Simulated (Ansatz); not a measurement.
# AgHPt (built on the sites of a database entry of LiHPd): following an unstable mode

Aim: this structure of AgHPt (built on the sites of a database entry of LiHPd) is to be tested for unstable modes, and one is followed downhill.

Method: DFT r2SCAN, scalar-relativistic, plane waves, PAW, in Ansatz 0.2.0.

The structure was built from a prototype and need not be the compound's stable phase.

**1. Starting point**

It takes space group P4/mmm (No. 123, tetragonal). The conventional cell has a = 2.791 Å, b = 2.791 Å, c = 4.576 Å, α = 90.00°, β = 90.00°, γ = 90.00°. Ag has 2 H at 2.29 Å nearest. Nearest to H lie 4 Pt at 1.97 Å and 2 Ag at 2.29 Å. Nearest to Pt lie 4 H at 1.97 Å. Farther neighbours are not listed.

**2. Modes at Γ**

The cell comes from relaxations at this level that are not shown. The zone centre is the only wavevector solved here; it holds the modes that light can see, as far as symmetry allows. No field response is asked, since the mesh shows no gap.

The input, input.yaml:

```yaml
crystal:
  lattice:
    - [2.7912040581, 0.0, 0.0]
    - [0.0, 2.7912040581, 0.0]
    - [0.0, 0.0, 4.5757372868]
  atoms:
    - { symbol: Ag, position: [0.5, 0.5, 0.5] }
    - { symbol: H, position: [0.5, 0.5, 0.0] }
    - { symbol: Pt, position: [0.0, 0.0, 0.0] }
kpoints:
  mp_grid: { grid: [16, 16, 12] }
hamiltonian:
  xc: r2scan
scf:
  occupations: { method: methfessel_paxton, width: 0.2 }
output:
  eigenvalues: true
phonons:
  method: dfpt
```

Launch:

```bash
> ansatz run input.yaml --threads 8 --pin off --max-ram 14336MiB --backend cpu --events-out ev --progress --plain --runs-dir out
```

Numbers of over 12 decimals in the logs are rounded to 6 here.

The log of the run:

```text
Engine: ansatz 0.2.0, aarch64-unknown-linux-gnu
Pseudopotentials: kind: paw
Pseudopotential: Ag, paw, valence charge 19, recommended cutoff 500 eV (meta_gga), Ag.paw.azcp
Pseudopotential: H, paw, valence charge 1, recommended cutoff 500 eV (meta_gga), H.paw.azcp
Pseudopotential: Pt, paw, valence charge 18, recommended cutoff 500 eV (meta_gga), Pt.paw.azcp
Functional definition: r2SCAN
  parameter k0 = 0.174
  parameter k1 = 0.065
  parameter a1 = 4.9479
  exchange = r2scan_x(k0 = k0, k1 = k1, a1 = a1)
  correlation = r2scan_c
Crystal: 3 atoms, lattice volume = 35.649 Å³
Basis set: ecut = 500 eV, 873 PW (Γ), exchange–correlation on 120×120×180 points (125 copies of the dense FFT grid, shifted against one another)
Bands: 23, of which v1, the nominal top of the filled ones, is band 19 counted from 1 (18 counted from 0)
Symmetry: 16 space group operations
k-points: 882 of 3072 (irreducible under 2 space group operations, time reversal used)
Non-local potential: Ag, projectors of the file, l = 0: 3, l = 1: 2, l = 2: 2, l = 3: 1
Non-local potential: H, projectors of the file, l = 0: 2, l = 1: 1
Non-local potential: Pt, projectors of the file, l = 0: 3, l = 1: 2, l = 2: 2, l = 3: 1
PAW form: soft (Blöchl's): semilocal exchange-correlation on the pseudo side does not see the compensation charge
PAW frozen core: Ag, regenerated for the run's functional (the file was generated under x = pbe(κ = 0.804, μ = 0.219515), c = pbe(β = 0.066725))
PAW frozen core: Pt, regenerated for the run's functional (the file was generated under x = pbe(κ = 0.804, μ = 0.219515), c = pbe(β = 0.066725))
PAW one-centre angular grid: Ag, 590 points (default); XC on 160 Gauss nodes
PAW one-centre angular grid: H, 302 points (default); XC on 160 Gauss nodes
PAW one-centre angular grid: Pt, 590 points (default); XC on 160 Gauss nodes
Initial density: superposition of atomic densities (neutral atoms: chi_scale 0, normalization atom), corrected by the library's trained network
Initial wavefunctions: pseudopotential atomic-orbital guess
Functional: x = r2scan, c = r2scan; τ floored in thin density (d = 2e-4 eV/Å³)
SCF iter   1: F=—  HF=-20156.649310 eV  |F-HF|=—  |Δ(HF+E_count)|=         —  Δρ=1.77e-2  dr2=1.27e-1  dr2_τ=1.71e-2  ethr=1.77e-3  ⟨swp⟩=4.8  Hψ=74459  notcnv=0
preconditioner: auto → Kerker (q_TF=auto, 2.757 Å⁻¹)  [metal: Δε(μ)=0.005 eV  Ē_g=10.329 eV  σ=0.200 eV  W_gap=0.02  n_scr=16 (ndim 8)  ℏωp=29.2 eV  f_vac=0.000  D(μ)=0.57/eV (n_scr^D=2)]
SCF iter   2: F=—  HF=-20156.628518 eV  |F-HF|=—  |Δ(HF+E_count)|=   2.08e-2  S|Δr|=    0.00e0  Δρ=8.38e-3  dr2=2.33e-2  dr2_τ=3.01e-3  ethr=3.35e-4  ⟨swp⟩=1.0  Hψ=27361  notcnv=0
SCF iter   3: F=—  HF=-20156.629925 eV  |F-HF|=—  |Δ(HF+E_count)|=   1.41e-3  S|Δr|=    0.00e0  Δρ=3.16e-3  dr2=4.61e-3  dr2_τ=1.19e-4  ethr=6.14e-5  ⟨swp⟩=1.9  Hψ=25838  notcnv=0
SCF iter   4: F=—  HF=-20156.629935 eV  |F-HF|=—  |Δ(HF+E_count)|=   9.93e-6  S|Δr|=    0.00e0  Δρ=8.31e-4  dr2=4.70e-4  dr2_τ=1.17e-5  ethr=1.21e-5  ⟨swp⟩=2.3  Hψ=27911  notcnv=0
SCF iter   5: F=—  HF=-20156.629959 eV  |F-HF|=—  |Δ(HF+E_count)|=   2.37e-5  S|Δr|=    0.00e0  Δρ=5.62e-4  dr2=1.05e-4  dr2_τ=5.78e-6  ethr=1.24e-6  ⟨swp⟩=2.0  Hψ=28801  notcnv=0
SCF iter   6: F=—  HF=-20156.629936 eV  |F-HF|=—  |Δ(HF+E_count)|=   2.27e-5  S|Δr|=    0.00e0  Δρ=1.86e-4  dr2=1.58e-5  dr2_τ=7.05e-7  ethr=2.77e-7  ⟨swp⟩=2.1  Hψ=31385  notcnv=0
SCF iter   7: F=—  HF=-20156.629942 eV  |F-HF|=—  |Δ(HF+E_count)|=   6.44e-6  S|Δr|=    0.00e0  Δρ=7.54e-5  dr2=2.54e-6  dr2_τ=1.26e-7  ethr=4.15e-8  ⟨swp⟩=2.0  Hψ=31432  notcnv=0
SCF iter   8: F=—  HF=-20156.629958 eV  |F-HF|=—  |Δ(HF+E_count)|=   1.55e-5  S|Δr|=    0.00e0  Δρ=1.84e-5  dr2=1.02e-7  dr2_τ=4.61e-9  ethr=6.69e-9  ⟨swp⟩=2.0  Hψ=28857  notcnv=0  defer=3
SCF iter   9: F=—  HF=-20156.629958 eV  |F-HF|=—  |Δ(HF+E_count)|=   5.29e-8  S|Δr|=    0.00e0  Δρ=3.17e-6  dr2=3.84e-9  dr2_τ=2.13e-10  ethr=2.69e-10  ⟨swp⟩=2.0  Hψ=34409  notcnv=0  defer=3
SCF iter  10: F=—  HF=-20156.629958 eV  |F-HF|=—  |Δ(HF+E_count)|=   3.33e-9  S|Δr|=    0.00e0  Δρ=9.40e-7  dr2=2.18e-10  dr2_τ=2.54e-11  ethr=1.01e-11  ⟨swp⟩=2.0  Hψ=29626  notcnv=0  defer=3
SCF iter  11: F=-20156.629958 eV  HF=-20156.629958 eV  |F-HF|=2.18e-11  |Δ(HF+E_count)|=  2.18e-10  S|Δr|=    0.00e0  Δρ=1.74e-7  dr2=6.35e-12  dr2_τ=2.95e-13  ethr=1.00e-12  ⟨swp⟩=4.7  Hψ=101404  notcnv=0
the search or the solves at the SCF's close seem to have found levels that the self-consistency loop had missed (the run counts 3). By its estimate they hold under 1e-12 electrons; where the run keeps them, the occupations were computed again with them
SCF 1 converged in 11 iterations: F = -20156.629958 eV  dr2 = 6.35e-12
  greatest PAW one-centre occupation: 1.001 electrons in one spin orbital (limit 2), on the Ag atom at site 0 (counted from 0), in its partial waves of l = 1
DFPT response loops at Γ: preconditioner auto → Kerker (q_TF=auto, 2.757 Å⁻¹) (partly filled bands, converged f_vac=0.000); β = 1.00, the filter's whole step (`scf.mixing.beta` (0.50) is not read by the response loops under this deck's `scf.mixing.preconditioner`; to damp them name `kerker` or `kerker_dos`, under which they read `scf.mixing.beta`, and type it under 1.00, their step now; both keys bind the ground state too); Broyden in place of MSR1
SCF converged after 11 iterations
Stability not checked: this state was not tested for a lower state beside it, because cold or Methfessel-Paxton smearing, or corrected tetrahedra, fill the levels in a way that the test cannot read (fill_not_monotonic; see scf.lower_state_search)
Free energy (F): -20156.629958 eV
Harris-Foulkes:  -20156.629958 eV  (|F-HF|=2.18e-11)
Internal energy: -20156.629238 eV  (E = F + TS)
E sigma→0 (E₀):  -20156.629778 eV
Entropy (-TS):   -0.000720 eV (-0.240 meV/atom)
Fermi energy:    18.321337 eV
--- Per-component energies (eV) ---
  E_band       = -453.388709
  E_kinetic    = 1180.719002
  E_local      = -3896.627503  (includes V_loc(G=0)·N_el)
  E_nonlocal   = 286.379588
  E_hartree    = 1637.806017
  E_xc         = -437.608999
  E_vxc        = -613.258415  (∫ρ·V_xc dr)
  E_paw        = -13404.065959  (= ΣΔE_a)
  E_vpaw       = -727.396767  (= ΣTr[D̂ρ^β])
  E_aug_tail   = 0.000014  (compensation charges beyond the density's cutoff)
  E_vtau       = 41.183366  (kinetic-family band-sum trace: ∫τ·v_τ [+ j·A + Jᵃ·Aᵃ] dr)
  E_ewald      = -5522.490593
  E_core_change = -0.740805  (= ΣΔE_core)
  E_smearing   = -0.000720  (= −TS)
  E_closure    = 0.000000  (closes the sum)
  Σ components = -20156.629958   (vs F -20156.629958, Δ=0.00e0)
--- Band table (eV; the first three rows and the last of 882) ---
  k-point 0: bands = [... 15 lower, 14.9771, 17.0318, 17.0318, 17.2169, 18.1367, 22.0968, 29.4772, 29.9804]
  k-point 1: bands = [... 15 lower, 14.9787, 16.9971, 16.9971, 17.2146, 17.7658, 22.5707, 29.4456, 30.0831]
  k-point 2: bands = [... 15 lower, 14.9828, 16.9011, 16.9011, 16.9847, 17.2085, 23.6508, 29.3771, 30.3807]
  k-point 881: bands = [... 15 lower, 15.7375, 16.2601, 18.7519, 23.3073, 23.3073, 24.4823, 25.4128, 25.4291]
--- Phonons (Γ-DFPT): 6 representative perturbations + reference, on 882 of 3072 k-points (Σ response iterations 48) ---
  k mesh reduced under 2 symmetry operations, with k and −k counted as one. Each operation leaves every solved perturbation unchanged. A smaller set is not considered because the functional reads the kinetic-energy density
  ASR residual: 8.724e-5 → 0.000e0 eV/Å²; symmetrization residual: 2.958e-6 eV/Å²
  ASR residual per site (eV/Å²): 5.32e-5 5.37e-6 8.72e-5
  Γ frequencies (cm⁻¹): -461.65 -461.65 0.00 0.00 0.00 57.20 57.20 129.04 668.04
  non-analytic LO–TO correction: not included (Born effective charges unavailable; polar crystals: no LO–TO splitting at Γ)
```

It took 4.3 min on 8 threads of Arm Neoverse V2, shared host; peak memory 2.6 GiB.

Numbers from this step:

* volume per atom: 11.88 Å³
* gap on the k-mesh: 0 eV
* sum-rule residual before enforcement: 8.72e-5 eV/Å²
* point group: 4/mmm
* highest optical mode at the zone centre (no LO-TO term): 668.0 cm⁻¹
* lowest optical zone-centre mode: -461.6 cm⁻¹

Patterns of degenerate modes are one choice out of their space. Modes at Γ, with each element's share of the kinetic energy (negative means imaginary):

| mode | frequency (cm⁻¹) | symmetry | Ag % | H % | Pt % |
| --- | --- | --- | --- | --- | --- |
| 1 | -461.6 | Eu | 0 | 100 | 0 |
| 2 | -461.6 | Eu | 0 | 100 | 0 |
| 3 | 0.0 | acoustic | 35 | 0 | 64 |
| 4 | 0.0 | acoustic | 35 | 0 | 64 |
| 5 | 0.0 | acoustic | 35 | 0 | 64 |
| 6 | 57.2 | Eu | 64 | 0 | 36 |
| 7 | 57.2 | Eu | 64 | 0 | 36 |
| 8 | 129.0 | A2u | 64 | 1 | 36 |
| 9 | 668.0 | A2u | 1 | 99 | 0 |

Displacements in mode 2 (-461.6 cm⁻¹), the largest set to 1:
```
Ag1 0.00 0.00 0.00
H2  0.00 1.00 0.00
Pt3 0.00 0.00 0.00
```

Displacements in mode 8 (129.0 cm⁻¹), the largest set to 1:
```
Ag1  0.00  0.00  0.98
H2   0.00  0.00  1.00
Pt3  0.00  0.00 -0.55
```

Before it was imposed, the acoustic sum rule was missed by 8.7e-5 eV/Å². Small misses are needed for a sound result but don't prove that mesh and cutoff are converged. The lowest optical mode is imaginary, 461.6i cm⁻¹, so the energy falls along it.

**3. The mode frozen in, largest atomic shift 0 Å**

The mode followed lies at Γ with frequency 461.6i cm⁻¹ and is 2-fold degenerate, the softest among the wavevectors solved. At small amplitude the distorted cell has space group no. 25 by a symmetry search on the positions. The undistorted cell that holds it gives the zero of energy on the same k mesh.

input.yaml, as its differences from that of step 2:

```diff
@@ -16,4 +16,4 @@
 output:
+  forces: true
+  stress: true
   eigenvalues: true
-phonons:
-  method: dfpt
```

The log of the run:

```text
[...]
Crystal: 3 atoms, lattice volume = 35.649 Å³
Basis set: ecut = 500 eV, 873 PW (Γ), exchange–correlation on 96×96×144 points (64 copies of the dense FFT grid, shifted against one another)
Bands: 23, of which v1, the nominal top of the filled ones, is band 19 counted from 1 (18 counted from 0)
Symmetry: 16 space group operations
[...]
k-points: 315 of 3072
[...]
--- Band table (eV; the first three rows and the last of 315) ---
  k-point 0: bands = [... 15 lower, 14.9771, 17.0318, 17.0318, 17.2169, 18.1367, 22.0968, 29.4773, 29.9804]
  k-point 1: bands = [... 15 lower, 14.9786, 16.9971, 16.9971, 17.2147, 17.7658, 22.5707, 29.4456, 30.0831]
  k-point 2: bands = [... 15 lower, 14.9828, 16.9011, 16.9011, 16.9847, 17.2086, 23.6508, 29.3771, 30.3807]
  k-point 314: bands = [... 15 lower, 15.7375, 16.2601, 18.7519, 23.3073, 23.3073, 24.4823, 25.4128, 25.4291]
[key lines of the parts left out:]
SCF converged after 9 iterations
Free energy (F): -20156.629958 eV
Fermi energy:    18.321339 eV
P = ⅓ Tr σ = -0.0002 GPa (-0.002 kbar)
```

Run time: 4.3 s. Hardware: 8 threads; peak memory 0.65 GiB.

This step gave:

```
pressure                         : -2.35e-4 GPa
energy from the undistorted cell : 0 meV/atom
```

The run ends at a pressure of 0.00 GPa.

**4. The mode frozen in, largest atomic shift 0.22 Å**

The atoms are moved along the unstable eigenvector, the largest shift by 0.22 Å, with the cell fixed.

input.yaml, the sections that differ from step 3:

```yaml
crystal:
  lattice:
    - [2.7912040581, 0.0, 0.0]
    - [0.0, 2.7912040581, 0.0]
    - [0.0, 0.0, 4.5757372868]
  atoms:
    - { symbol: Ag, position: [0.4998000027, 0.5, 0.5] }
    - { symbol: H, position: [0.5788190313, 0.5, 0.0] }
    - { symbol: Pt, position: [-0.0002966734, 0.0, 0.0] }
# kpoints, hamiltonian, scf, output: as in step 3
```

The log of the run:

```text
[...]
Crystal: 3 atoms, lattice volume = 35.649 Å³
Basis set: ecut = 500 eV, 873 PW (Γ), exchange–correlation on 96×96×144 points (64 copies of the dense FFT grid, shifted against one another)
Bands: 23, of which v1, the nominal top of the filled ones, is band 19 counted from 1 (18 counted from 0)
Symmetry: 4 space group operations
[...]
--- Band table (eV; the first three rows and the last of 567) ---
  k-point 0: bands = [... 15 lower, 14.9693, 16.9951, 17.0104, 17.1334, 18.1417, 22.0713, 28.3957, 30.0386]
  k-point 1: bands = [... 15 lower, 14.9709, 16.9602, 16.9750, 17.1312, 17.7702, 22.5423, 28.4385, 30.1422]
  k-point 2: bands = [... 15 lower, 14.9753, 16.8637, 16.8666, 16.9979, 17.1250, 23.6109, 28.5609, 30.4427]
  k-point 566: bands = [... 15 lower, 15.7310, 16.2320, 18.7095, 22.4297, 23.3694, 25.3626, 25.4133, 25.4217]
[key lines of the parts left out:]
SCF converged after 8 iterations
Free energy (F): -20156.641626 eV
Fermi energy:    18.298019 eV
P = ⅓ Tr σ = 1.3123 GPa (13.123 kbar)
```

It took 10 s on 8 threads; peak memory 0.91 GiB; 77 s of CPU time.

This step gave:

```
pressure                         : 1.312 GPa
energy from the undistorted cell : -3.917 meV/atom
```

The energy, extrapolated to zero smearing, is -3.92 meV/atom against the undistorted cell.

The run ends at a pressure of 1.31 GPa, with forces up to 0.044 eV/Å.

**5. Energy along the mode, all amplitudes (two of the runs are shown above)**

An imaginary frequency means negative curvature, so the energy should fall and then rise again as anharmonic terms take over.

This step gave:

| Property | Result |
| --- | --- |
| depth at the lowest point sampled | 3.917 meV/atom |
| largest atomic shift at that point | 0.22 Å |

Table of energy from the parent by largest atomic shift:

| largest atomic shift (Å) | energy from the parent (meV/atom) |
| --- | --- |
| 0.000 | 0 |
| 0.040 | -0.209 |
| 0.080 | -0.803 |
| 0.140 | -2.17 |
| 0.220 | -3.92 |
| 0.320 | -3.02 |
| 0.450 | 10.7 |

Displacement at unit largest shift by atom:

| atom | x (Å) | y (Å) | z (Å) | size |
| --- | --- | --- | --- | --- |
| Ag1 | 0.00 | 0.00 | 0.00 | 0.00 |
| H2 | 1.00 | 0.00 | 0.00 | 1.00 |
| Pt3 | 0.00 | 0.00 | 0.00 | 0.00 |

The lowest of the steps tried is at 0.22 Å, 3.92 meV/atom below the parent; the bottom of the well need not coincide with a step.

(Part 1 of 2 ends here.)

[Logs are printed without paths, hosts, clocks, repeated set-up lines and the standing remarks that a program may print on its own settings, such as how far it seeks lower states.]

[Hosts, paths, dates, database ids (printed as entryN), source tags and the programs' standing remarks are cut or masked in the printed files.]
